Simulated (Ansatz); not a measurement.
# LaGaO3 (Pm-3m): Grüneisen parameters, part 2 of 2

Does LaGaO3 (Pm-3m) expand much on heating, by its phonons?

Ansatz 0.2.0; DFT PBEsol, scalar-relativistic, plane waves, PAW; PAW set soft_1.

So far, highest frequency on path, mesh or solved points (cm⁻¹): step 2 (response at finite wavevector) 790.

## (4) Phonons at the other volume, volume ratio 0.97

The phonons are repeated at this volume on the same meshes, so that differences come from the volume alone.

input.yaml

```yaml
crystal:
  lattice:
    - [3.8259412132, 0.0, 0.0]
    - [0.0, 3.8259412132, 0.0]
    - [0.0, 0.0, 3.8259412132]
  atoms:
    - { symbol: La, position: [0.5, 0.5, 0.5] }
    - { symbol: Ga, position: [0.0, 0.0, 0.0] }
    - { symbol: O, position: [0.0, 0.5, 0.0] }
    - { symbol: O, position: [0.0, 0.0, 0.5] }
    - { symbol: O, position: [0.5, 0.0, 0.0] }
kpoints:
  mp_grid: { grid: [8, 8, 8] }
hamiltonian:
  xc: pbesol
  pseudopotentials: { kind: paw, azcp: { folder: soft_1 }, xc_functional: pbe }
scf:
  occupations: { method: fixed }
output:
  eigenvalues: true
phonons:
  method: dfpt
  dielectric: true
  rigid_motions: translations
  qmesh: [4, 4, 4]
  temperatures: { t_max: 1000, t_step: 50 }
  qpath:
    path:
      - [[0.0, 0.0, 0.0], [0.0, 0.5, 0.0], [0.5, 0.5, 0.0], [0.0, 0.0, 0.0], [0.5, 0.5, 0.5], [0.0, 0.5, 0.0]]
      - [[0.5, 0.5, 0.5], [0.5, 0.5, 0.0]]
    npoints: 10
```

On the command line:

```console
$ ansatz run input.yaml --threads 4 --pin off --max-ram 10240MiB --backend cpu --events-out ev --progress --plain --runs-dir out
```

Standard output:

```text
[...]
Crystal: 5 atoms, lattice volume = 56.003 Å³
Basis set: ecut = 420 eV, 1045 PW (Γ), exchange–correlation on 54×54×54 points (8 copies of the dense FFT grid, shifted against one another)
Bands: 26, of which v1, the nominal top of the filled ones, is band 21 counted from 1 (20 counted from 0)
Symmetry: 48 space group operations
k-points: 170 of 512 (irreducible under 2 space group operations, time reversal used)
[...]
SCF iter   1: F=—  HF=-11593.375378 eV  |F-HF|=—  |Δ(HF+E_count)|=         —  Δρ=7.78e-2  dr2=1.77e0  ethr=3.10e-3  ⟨swp⟩=3.0  Hψ=16791  notcnv=0  defer=86
[...]
SCF iter  11: F=-11593.103057 eV  HF=-11593.103057 eV  |F-HF|=0.00e0  |Δ(HF+E_count)|=  1.09e-11  Δρ=9.87e-8  dr2=7.00e-12  ethr=1.00e-12  ⟨swp⟩=12.3  Hψ=26233  notcnv=0
SCF 1 converged in 11 iterations: F = -11593.103057 eV  dr2 = 7.00e-12
[...]
DFPT response loops at Γ: preconditioner auto → none (the input reference at scf.mixing.eps_inf says where Resta's filter doesn't serve); β = 0.50; Broyden in place of MSR1
NSCF: frozen V_eff on 35 k-points
[...]
SCF converged after 11 iterations
Free energy (F): -11593.103057 eV
[...]
Internal energy: -11593.103057 eV  (E = F + TS)
E sigma→0 (E₀):  -11593.103057 eV
Fermi energy:    12.083922 eV
[...]
--- Band table (eV; the first three rows and the last of 170) ---
  k-point 0: bands = [... 17 lower, 10.6111, 11.8149, 11.8149, 11.8149, 15.4216, 15.4216, 16.3251, 16.4880, ... 1 higher]
  k-point 1: bands = [... 17 lower, 10.5344, 11.4756, 11.7231, 11.7231, 15.6338, 15.7191, 16.4701, 16.6886, ... 1 higher]
  k-point 2: bands = [... 17 lower, 10.4349, 10.7296, 11.4749, 11.4749, 16.0061, 16.2304, 16.4305, 16.6317, ... 1 higher]
  k-point 169: bands = [... 17 lower, 12.0206, 12.0206, 12.0839, 12.0839, 16.3681, 16.3681, 16.3681, 16.5926, ... 1 higher]
--- Phonons (Γ-DFPT): 4 representative perturbations + reference, on 170 of 512 k-points (Σ response iterations 14) ---
  k mesh reduced under 2 symmetry operations, with k and −k counted as one. Each operation leaves every solved perturbation unchanged. A smaller set is not considered because the run solves the response to a homogeneous field
  ASR residual: 4.567e-5 → 0.000e0 eV/Å²; symmetrization residual: 2.330e-6 eV/Å²
  ASR residual per site (eV/Å²): 4.57e-5 1.05e-5 2.40e-5 2.40e-5 2.40e-5
[...]
ε∞ (high-frequency dielectric tensor):
        5.227901     0.000000     0.000000
        0.000000     5.227901     0.000000
        0.000000     0.000000     5.227901
  ε⁰ (static dielectric tensor: ions relaxed, cell fixed):
       69.710978     0.000000    -0.000000
        0.000000    69.710978    -0.000000
       -0.000000    -0.000000    69.710978
  ε⁰ − ε∞ (ionic part):
       64.483076     0.000000    -0.000000
        0.000000    64.483076    -0.000000
       -0.000000    -0.000000    64.483076
  softest optical mode at Γ: 99.72 cm⁻¹; the repairs (sum rule, projections) moved no ω² at Γ by more than (1.00 cm⁻¹)²
  Born effective charges Z* (e; rows j = field, columns β = displacement):
    site 0:
         4.49231   -0.00000    0.00000
         0.00000    4.49231    0.00000
         0.00000    0.00000    4.49231
    site 1:
         3.19544    0.00000   -0.00000
        -0.00000    3.19544    0.00000
         0.00000    0.00000    3.19544
    site 2:
        -2.46352    0.00000   -0.00000
         0.00000   -2.76072    0.00000
         0.00000    0.00000   -2.46352
    site 3:
        -2.46352   -0.00000   -0.00000
         0.00000   -2.46352    0.00000
         0.00000    0.00000   -2.76072
    site 4:
        -2.76072   -0.00000   -0.00000
        -0.00000   -2.46352    0.00000
         0.00000    0.00000   -2.46352
  Z* charge neutrality: 2.097e-6 e pre-enforcement
  k-mesh period / interband length: 30.6 Å / 1.44 Å = 21.28 at k = (0.0000, 0.0000, 0.0000), direct gap 3.607 eV — 14 or more, which is no proof of convergence
  optical modes at Γ without the LO–TO term, one row a degenerate level:
      ω (cm⁻¹)  modes    IR ((D/Å)²/amu)
         99.72      3            43.8684
        188.13      3             0.0000
        258.07      3            41.7273
        693.57      3            20.0758
  optical modes at Γ + LO–TO along q̂ = [1.0000, 0.0000, 0.0000]:
      ω (cm⁻¹)  modes    IR ((D/Å)²/amu)
         99.72      2            29.2456
        186.45      1             0.5026
        188.13      3             0.0000
        258.07      2            27.8182
        466.33      1            17.9978
        693.57      2            13.3838
        749.64      1            16.7234
  optical modes at Γ + LO–TO along q̂ = [0.0000, 1.0000, 0.0000]:
      ω (cm⁻¹)  modes    IR ((D/Å)²/amu)
         99.72      2            29.2456
        186.45      1             0.5026
        188.13      3             0.0000
        258.07      2            27.8182
        466.33      1            17.9978
        693.57      2            13.3838
        749.64      1            16.7234
  optical modes at Γ + LO–TO along q̂ = [0.0000, 0.0000, 1.0000]:
      ω (cm⁻¹)  modes    IR ((D/Å)²/amu)
         99.72      2            29.2456
        186.45      1             0.5026
        188.13      3             0.0000
        258.07      2            27.8182
        466.33      1            17.9978
        693.57      2            13.3838
        749.64      1            16.7234
--- Phonons (arbitrary-q DFPT): 10 irreducible q on the 4×4×4 mesh ---
[...]
interpolated dispersion: 63 rows × 15 modes
[...]
```

Wall time 13 min (4 threads of Arm Neoverse V1, shared host); peak memory 2.2 GiB; 51 min of CPU time.

This step gave:

```yaml
sum_rule_residual_before_enforcement: 4.57e-5 eV/Å²
miss_of_the_charge_sum_rule: 2.10e-6 e
lowest_frequency_on_the_path: -211.8 cm⁻¹
highest_frequency_on_path_mesh_or_solved_points: 825.9 cm⁻¹
highest_optical_mode_at_the_zone_centre_no_lo_to_term: 693.6 cm⁻¹
lowest_optical_zone_centre_mode: 99.72 cm⁻¹
mean_high_frequency_dielectric_constant: 5.228
largest_born_charge_third_of_the_trace: 4.492 e
mean_static_dielectric_constant: 69.71
top_of_the_zone_centre_spectrum_with_the_field: 749.6 cm⁻¹
lowest_mode_on_the_q_mesh_acoustic_modes_at_gamma_apart: -211.8 cm⁻¹
```

Frequencies (cm⁻¹) solved at each irreducible wavevector; negative means imaginary. Frequencies by wavevector, by row:

| q in reciprocal lattice units | star | mode 1 | mode 2 | mode 3 | mode 4 | mode 13 | mode 14 | mode 15 |
| --- | --- | --- | --- | --- | --- | --- | --- | --- |
| 0 0 0 | 1 | 0 | 0 | 0 | 99.7 | 693.6 | 693.6 | 693.6 |
| 0 0 0.25 | 6 | 61.9 | 61.9 | 127.2 | 127.2 | 693.5 | 693.5 | 739 |
| 0 0 -0.5 | 3 | 73.8 | 73.8 | 151.5 | 151.5 | 693.5 | 693.5 | 724.9 |
| 0 0.25 0.25 | 12 | 70 | 83 | 85 | 131.9 | 630.1 | 693.4 | 772.2 |
| 0 0.25 -0.5 | 12 | 28.5 | 73 | 92.1 | 134.4 | 597.8 | 693.2 | 775.2 |
| 0 -0.5 -0.5 | 3 | -169.6 | 71.6 | 93.8 | 93.8 | 532.9 | 692.8 | 787.4 |
| 0.25 0.25 0.25 | 8 | -5.4 | 88.2 | 88.2 | 103.4 | 628.2 | 628.2 | 798.7 |
| 0.25 0.25 -0.5 | 12 | -102 | 64.7 | 94.3 | 94.7 | 581.4 | 626.4 | 805.3 |
| 0.25 -0.5 -0.5 | 6 | -191.4 | -68.8 | -68.8 | 94.8 | 530.4 | 606.5 | 815.5 |
| -0.5 -0.5 -0.5 | 1 | -211.8 | -211.8 | -211.8 | 110.9 | 527.7 | 527.7 | 825.9 |

The highest optical mode at the zone centre (no LO-TO term) is 693.6 cm⁻¹, +39.9 cm⁻¹ against the base run.

## (5) Relaxing at another volume, volume ratio 1.03

The volume is scaled by 1.03 and held; symmetry leaves nothing to relax, so this is a single point. The modes can then be followed against volume.

input.yaml, the sections that differ from step 4:

```yaml
crystal:
  lattice:
    - [3.9032537847, 0.0, 0.0]
    - [0.0, 3.9032537847, 0.0]
    - [0.0, 0.0, 3.9032537847]
  atoms:
    - { symbol: La, position: [0.5, 0.5, 0.5] }
    - { symbol: Ga, position: [0.0, 0.0, 0.0] }
    - { symbol: O, position: [0.0, 0.5, 0.0] }
    - { symbol: O, position: [0.0, 0.0, 0.5] }
    - { symbol: O, position: [0.5, 0.0, 0.0] }
output:
  forces: true
  stress: true
  eigenvalues: true
# kpoints, hamiltonian, scf: as in step 4
# phonons: removed
```

Standard output:

```text
[...]
Crystal: 5 atoms, lattice volume = 59.468 Å³
Basis set: ecut = 420 eV, 1189 PW (Γ), exchange–correlation on 54×54×54 points (8 copies of the dense FFT grid, shifted against one another)
Bands: 26, of which v1, the nominal top of the filled ones, is band 21 counted from 1 (20 counted from 0)
Symmetry: 48 space group operations
[...]
k-points: 35 of 512
[...]
k-point 0: bands = [... 17 lower, 9.8129, 10.8584, 10.8584, 10.8584, 14.4040, 14.4040, 14.6318, 15.2331, ... 1 higher]
  k-point 1: bands = [... 17 lower, 9.7395, 10.5048, 10.7752, 10.7752, 14.5845, 14.6606, 15.1246, 15.2183, ... 1 higher]
  k-point 2: bands = [... 17 lower, 9.6344, 9.7663, 10.5500, 10.5500, 14.8623, 15.0553, 15.1853, 15.3581, ... 1 higher]
  k-point 34: bands = [... 17 lower, 11.0294, 11.1094, 11.1094, 11.1094, 15.1266, 15.1266, 15.1266, 15.3206, ... 1 higher]
[key lines of the parts left out:]
SCF converged after 9 iterations
Free energy (F): -11593.106467 eV
Fermi energy:    11.109423 eV
P = ⅓ Tr σ = -5.3804 GPa (-53.804 kbar)
```

Elapsed: 1.3 s, on 4 threads; peak memory 0.4 GiB.

This step gave:

- pressure: -5.380 GPa
- gap on the k-mesh: 3.295 eV
- volume per atom: 11.89 Å³
- direct gap on mesh: 3.546 eV

The run ends at a pressure of -5.38 GPa.

## (6) Phonons at the other volume, volume ratio 1.03

The phonons are repeated at this volume on the same meshes, so that differences come from the volume alone.

Edit input.yaml of step 5 so:

```diff
@@ -19,4 +19,13 @@
 output:
-  forces: true
-  stress: true
   eigenvalues: true
+phonons:
+  method: dfpt
+  dielectric: true
+  rigid_motions: translations
+  qmesh: [4, 4, 4]
+  temperatures: { t_max: 1000, t_step: 50 }
+  qpath:
+    path:
+      - [[0.0, 0.0, 0.0], [0.0, 0.5, 0.0], [0.5, 0.5, 0.0], [0.0, 0.0, 0.0], [0.5, 0.5, 0.5], [0.0, 0.5, 0.0]]
+      - [[0.5, 0.5, 0.5], [0.5, 0.5, 0.0]]
+    npoints: 10
```

Standard output:

```text
[...]
Crystal: 5 atoms, lattice volume = 59.468 Å³
Basis set: ecut = 420 eV, 1189 PW (Γ), exchange–correlation on 54×54×54 points (8 copies of the dense FFT grid, shifted against one another)
Bands: 26, of which v1, the nominal top of the filled ones, is band 21 counted from 1 (20 counted from 0)
Symmetry: 48 space group operations
k-points: 170 of 512 (irreducible under 2 space group operations, time reversal used)
[...]
ω (cm⁻¹)  modes    IR ((D/Å)²/amu)
[...]
optical modes at Γ + LO–TO along q̂ = [0.0000, 0.0000, 1.0000]:
      ω (cm⁻¹)  modes    IR ((D/Å)²/amu)
[...]
243.03      2            24.7202
        436.50      1            16.1625
        616.03      2            12.9042
        677.88      1            18.8517
--- Phonons (arbitrary-q DFPT): 10 irreducible q on the 4×4×4 mesh ---
[...]
interpolated dispersion: 63 rows × 15 modes
[...]
[key lines of the parts left out:]
SCF converged after 11 iterations
Free energy (F): -11593.106467 eV
Fermi energy:    11.109405 eV
```

The job ended after 15 min (4 threads; peak memory 2.4 GiB; 59 min of CPU time).

Read from the output:

- sum-rule residual before enforcement: 9.60e-5 eV/Å²
- miss of the charge sum rule: 0.002045 e
- estimated error of the dielectric tensor: 0.01437
- estimated error of the Born charges: 0.01483 e
- lowest frequency on the path: -213.8 cm⁻¹
- highest frequency on path, mesh or solved points: 755.4 cm⁻¹
- highest optical mode at the zone centre (no LO-TO term): 616.0 cm⁻¹
- lowest optical zone-centre mode: -21.83 cm⁻¹
- mean high-frequency dielectric constant: 5.313
- largest Born charge (third of the trace): 4.473 e
- top of the zone-centre spectrum with the field: 677.9 cm⁻¹
- lowest mode on the q mesh (acoustic modes at Γ apart): -213.8 cm⁻¹

Frequencies (cm⁻¹) solved at each irreducible wavevector; negative means imaginary. Frequencies by wavevector, by row:

```
q in reciprocal lattice units  star  mode 1  mode 2  mode 3  mode 4  mode 13  mode 14  mode 15
                        0 0 0     1   -21.8   -21.8   -21.8       0      616      616      616
                     0 0 0.25     6    24.1    24.1    96.5    96.5    615.7    615.7    669.8
                     0 0 -0.5     3    34.9    34.9     132     132    615.4    615.4    658.7
                  0 0.25 0.25    12     -51    36.6    58.6   110.4    552.9    615.3      702
                  0 0.25 -0.5    12   -79.5      43    62.9   105.6    520.6    614.8    706.1
                  0 -0.5 -0.5     3  -179.3    46.8    46.9    46.9    450.4    614.2    719.1
               0.25 0.25 0.25     8     -74   -28.8   -28.8    73.4    550.6    550.6    727.6
               0.25 0.25 -0.5    12  -123.1   -54.2    29.2    61.1    503.2    548.2    734.7
               0.25 -0.5 -0.5     6    -197  -104.7  -104.7    67.1    447.7    527.9    745.1
               -0.5 -0.5 -0.5     1  -213.8  -213.8  -213.8    75.8      445      445    755.4
```

The highest optical mode at the zone centre (no LO-TO term) is 616.0 cm⁻¹, -37.7 cm⁻¹ against the base run.

## (7) Grüneisen parameters

The Grüneisen parameter of a mode is minus the logarithmic change of its frequency with volume, −d ln ω / d ln V; weighted by heat capacity it gives the expansion.

Numbers from this step:

- bulk modulus: 195.2 GPa

Phonon branches along the path, in cm⁻¹:

```csv
point,branch 1,branch 2,branch 3,branch 4,branch 12,branch 13,branch 14,branch 15
Γ,0,0,0,67,451,654,654,713
halfway,50,50,111,111,452,654,654,703
X,57,57,142,142,456,653,653,691
halfway,-54,59,78,121,446,558,653,740
M,-175,60,73,73,438,491,652,752
halfway,46,56,72,121,449,590,653,736
Γ,0,0,0,67,451,654,654,713
halfway,-54,60,60,86,438,588,588,762
R,-213,-213,-213,94,374,486,486,790
halfway,-114,23,68,79,427,541,586,769
X,57,57,142,142,456,653,653,691
jump to R,-213,-213,-213,94,374,486,486,790
halfway,-194,-90,-90,82,409,488,566,779
M,-175,60,73,73,438,491,652,752
```

The same for volume x 0.97:

```csv
point,branch 1,branch 2,branch 3,branch 4,branch 12,branch 13,branch 14,branch 15
Γ,0,0,0,100,466,694,694,750
X,74,74,152,152,468,694,694,725
M,-170,72,94,94,453,533,693,787
Γ,0,0,0,100,466,694,694,750
R,-212,-212,-212,111,385,528,528,826
X,74,74,152,152,468,694,694,725
R,-212,-212,-212,111,385,528,528,826
M,-170,72,94,94,453,533,693,787
```

The same for volume x 1.03:

```
point  branch 1  branch 2  branch 3  branch 4  branch 12  branch 13  branch 14  branch 15
    Γ       -22       -22         0         0        436        616        616        678
    X        35        35       132       132        444        615        615        659
    M      -179        47        47        47        424        450        614        719
    Γ       -22       -22         0         0        436        616        616        678
    R      -214      -214      -214        76        363        445        445        755
    X        35        35       132       132        444        615        615        659
    R      -214      -214      -214        76        363        445        445        755
    M      -179        47        47        47        424        450        614        719
```

## (8) Summary of results

```
bulk modulus              : 195 GPa
gap deformation potential : -0.719 eV
```

In words: No expansion is given, because modes are imaginary at one volume or more. The highest optical mode at Γ goes from 694 to 616 cm⁻¹ as the cell grows, a Grüneisen parameter of 1.98. Branches are matched by rank, so values near crossings are rough. Spin-orbit coupling is left out, which can matter for the heavy elements here. The PAW files were made for PBE and serve the other functionals too.

[Long decimals in the printed logs are rounded to 6 places.]

[Logs are printed without paths, hosts, clocks, repeated set-up lines and the standing remarks that a program may print on its own settings, such as how far it seeks lower states.]

[Hosts, paths, dates, database ids (printed as entryN), source tags and the programs' standing remarks are cut or masked in the printed files.]

[Where the starting crystal was built by hand or by swapping elements, it need not be the compound's stable phase.]
